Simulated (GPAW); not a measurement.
# KNaCl2 (R-3m): one start, several treatments of the self-energy, part 2 of 2

Wanted: the gap of KNaCl2 (R-3m) under several approximations, with cost.

GPAW 26.7.0; LDA and many-body steps on it, plane waves. Known limits of the many-body steps: not at the basis limit.

So far. Step 3 (G0W0, Godby-Needs plasmon pole): The gap on the mesh goes from 4.70 eV to 7.44 eV, a correction of +2.74 eV. Step 5 (G0W0, extrapolated in the cutoff): Against G0W0 in GPAW (4×4×4 mesh, 79 bands, screening to 48 eV, Godby-Needs plasmon pole), the gap moves by +0.295 eV.

### 6. One-shot Hartree-Fock

This step: one-shot Hartree-Fock levels on LDA orbitals, plane waves, PAW.

File run.py:

```python
import json
import numpy as np
from gpaw.mpi import world
from gpaw.hybrids.eigenvalues import non_self_consistent_eigenvalues

dft, vxc, vxc_hyb = non_self_consistent_eigenvalues('full.gpw', 'EXX', 13, 17, kpt_indices=[0])
res = {'dft': dft[0], 'hybrid': (dft - vxc + vxc_hyb)[0]}
if world.rank == 0:
    with open('hybrid.txt', 'w') as f:
        for k, e0, e1 in zip([0], res['dft'], res['hybrid']):
            print(k, ' '.join(f'{x:9.4f}' for x in e0), '|', ' '.join(f'{x:9.4f}' for x in e1), file=f)

if world.rank == 0:
    with open('result.json', 'w') as f:
        json.dump(res, f, default=lambda x: x.tolist())
```

The run is started by

```bash
> mpirun -n 4 gpaw python run.py
```

Numbers of over 12 decimals in the logs are rounded to 6 here.

Log:

```text
builder.py:213: UserWarning: The angles between your unit-cell vectors are 33.0, 33.0 and 33.0 degrees.  Results may be wrong!  Please Niggli-reduce your unit-cell so that the angles are closer to 90 degrees:

  from ase.build import niggli_reduce
  niggli_reduce(atoms)
  [... matrices ...]
  warnings.warn(
builder.py:213: UserWarning: The angles between your unit-cell vectors are 33.0, 33.0 and 33.0 degrees.  Results may be wrong!  Please Niggli-reduce your unit-cell so that the angles are closer to 90 degrees:

  from ase.build import niggli_reduce
  niggli_reduce(atoms)
  [... matrices ...]
  warnings.warn(
builder.py:213: UserWarning: The angles between your unit-cell vectors are 33.0, 33.0 and 33.0 degrees.  Results may be wrong!  Please Niggli-reduce your unit-cell so that the angles are closer to 90 degrees:

  from ase.build import niggli_reduce
  niggli_reduce(atoms)
  [... matrices ...]
  warnings.warn(
builder.py:213: UserWarning: The angles between your unit-cell vectors are 33.0, 33.0 and 33.0 degrees.  Results may be wrong!  Please Niggli-reduce your unit-cell so that the angles are closer to 90 degrees:

  from ase.build import niggli_reduce
  niggli_reduce(atoms)
  [... matrices ...]
  warnings.warn(
IBZ(<points: 13, symmetries: 12>)
Occupied bands: 15
Transforming wave functions from IBZ to BZ: 0.064 seconds
Distributing wave functions and iFFT-ing to real space: 0.805 seconds
Calculating eigenvalues:
  k-points: 1
  Bands: 13-16 (inclusive)
  Seconds: 1.962 (wave-function broadcasting: 0.009 seconds)
HSE06-eigenvalue shifts:
  min: -4.203 eV
  ave: 0.132 eV
  max: 4.514 eV
```

Elapsed: 6.4 s, on 4 MPI ranks of Arm Neoverse N1, shared host; peak memory 1.5 GiB.

This step gave:

```yaml
starting_gap_on_the_mesh: 4.696 eV
hybrid_gap_on_the_mesh: 13.29 eV
least_direct_hybrid_gap_on_the_computed_points: 13.29 eV
```

### 7. G0W0, full frequency, Hilbert transform

This step: G0W0 on LDA, plane waves, PAW.

File run.py:

```python
import json
import numpy as np
from gpaw.mpi import world
from gpaw.response.g0w0 import G0W0

gw = G0W0('full.gpw',
    filename='gw',
    kpts=[0],
    bands=(13, 17),
    ecut=48,
    nbands=79,
    integrate_gamma='WS',
    frequencies={'type': 'nonlinear', 'domega0': 0.1, 'omega2': 15.0},
    eta=0.1,
    nblocksmax=True)
gw.calculate()
res = {mode: {k: v for k, v in r.items() if k != 'sigma_eskwn'}
       for mode, r in gw.all_results.items()}

if world.rank == 0:
    with open('result.json', 'w') as f:
        json.dump(res, f, default=lambda x: x.tolist())
```

The run is started by

```bash
> mpirun -n 4 gpaw python run.py
```

Log:

```text
Using integrator: PointIntegrator
NonLinearFrequencyDescriptor(from 0.000 to 66.939 eV, 236 points)
Nonperiodic BCs:  [False False False]
Using integrator: PointIntegrator
NonLinearFrequencyDescriptor(from 0.000 to 66.939 eV, 236 points)
Nonperiodic BCs:  [False False False]
  ___  _ _ _
 |   || | | |
 | | || | | |
 |__ ||_____|
 |___|

BZ k-points: Symmetries present (total): 12

  [... matrices ...]
64 k-points: 4 x 4 x 4 Monkhorst-Pack grid + [1/8,1/8,1/8]
13 k-points in the irreducible part of the Brillouin zone
       k-points in crystal coordinates                weights
[...]
Results:
f:      Occupation numbers
eps:     KS-eigenvalues [eV]
vxc:     KS vxc [eV]
exx:     Exact exchange [eV]
sigma:   Self-energies [eV]
dsigma:  Self-energy derivatives
Z:       Renormalization factors
qp:      QP-energies [eV]

k-point 0 (0): (0.000, 0.000, 0.000)                GW
band       f     eps     vxc     exx   sigma  dsigma       Z      qp
                                                                   GW
  13   1.000  -0.502 -16.703 -20.906   2.555  -0.244   0.804  -1.827
  14   1.000  -0.497 -16.732 -20.919   2.545  -0.244   0.804  -1.818
  15   0.000   4.199  -9.312  -4.908  -2.780  -0.163   0.860   5.596
  16   0.000   6.516  -8.667  -4.153  -2.784  -0.166   0.858   8.000
```

Elapsed: 3.9 min, on 4 MPI ranks; peak memory 2.1 GiB.

Numbers from this step:

```yaml
g0w0_gap_on_the_points_computed: 7.413 eV
least_direct_g0w0_gap_on_the_computed_points: 7.413 eV
starting_gap_on_the_mesh: 4.696 eV
k_of_the_valence_top: 0, 0, 0
k_of_the_conduction_bottom: 0, 0, 0
```

Against G0W0 in GPAW (4×4×4 mesh, 79 bands, screening to 48 eV, Godby-Needs plasmon pole), the gap moves by −0.022 eV.

### 8. The runs together

Times are wall times on 4 MPI ranks of Arm Neoverse N1, shared host, good to a factor of about two.

```csv
run,mesh,bands,screening cutoff (eV),DFT gap (eV),gap on the mesh (eV),direct (eV),time
"G0W0, Godby-Needs plasmon pole",4×4×4,79,48,4.696,7.435,7.435,3.1 min
one-shot HSE06,4×4×4,-,-,4.696,6.452,6.452,6.9 s
"G0W0, extrapolated in the cutoff",4×4×4,-,80,4.696,7.730,7.730,9.6 min
one-shot Hartree-Fock,4×4×4,-,-,4.696,13.287,13.287,6.4 s
"G0W0, full frequency, Hilbert transform",4×4×4,79,48,4.696,7.413,7.413,3.9 min
```

### 9. Results

```json
{"G0W0, Godby-Needs plasmon pole": "7.435 eV", "one-shot HSE06": "6.452 eV", "G0W0, extrapolated in the cutoff": "7.730 eV", "one-shot Hartree-Fock": "13.287 eV", "G0W0, full frequency, Hilbert transform": "7.413 eV", "known limits": "not at the basis limit"}
```

In words: One-shot HSE06: −0.984 eV against G0W0, Godby-Needs plasmon pole. G0W0, extrapolated in the cutoff: +0.295 eV against G0W0, Godby-Needs plasmon pole, at other bands or cutoff, so not like for like. One-shot Hartree-Fock: +5.852 eV against G0W0, Godby-Needs plasmon pole. G0W0, full frequency, Hilbert transform: −0.022 eV against G0W0, Godby-Needs plasmon pole. Bare exchange alone opens the gap to 13.29 eV; against G0W0, correlation takes back 5.85 eV. One-shot hybrid levels are evaluated on the LDA orbitals. Bands and cutoff are finite, so the gap is not at the basis limit. The miss can reach some tenths of an eV and take either sign; the mesh is an error of its own. These stock PAW sets were not made for GW. In the G0W0 runs levels were corrected at 1 k point alone, so a gap called «on the mesh» is the least over those, and an edge elsewhere would be missed.

[Paths, hosts, dates, memory and timing lines, banners, echoed tables and standing remarks are left out of the program output.]

[Logs are printed without paths, hosts, clocks, repeated set-up lines and the standing remarks that a program may print on its own settings, such as how far it seeks lower states.]

[Runs of the session that timed out or met a known fault of the program may be left out.]

[Hosts, paths, dates, database ids (printed as entryN), source tags and the programs' standing remarks are cut or masked in the printed files.]
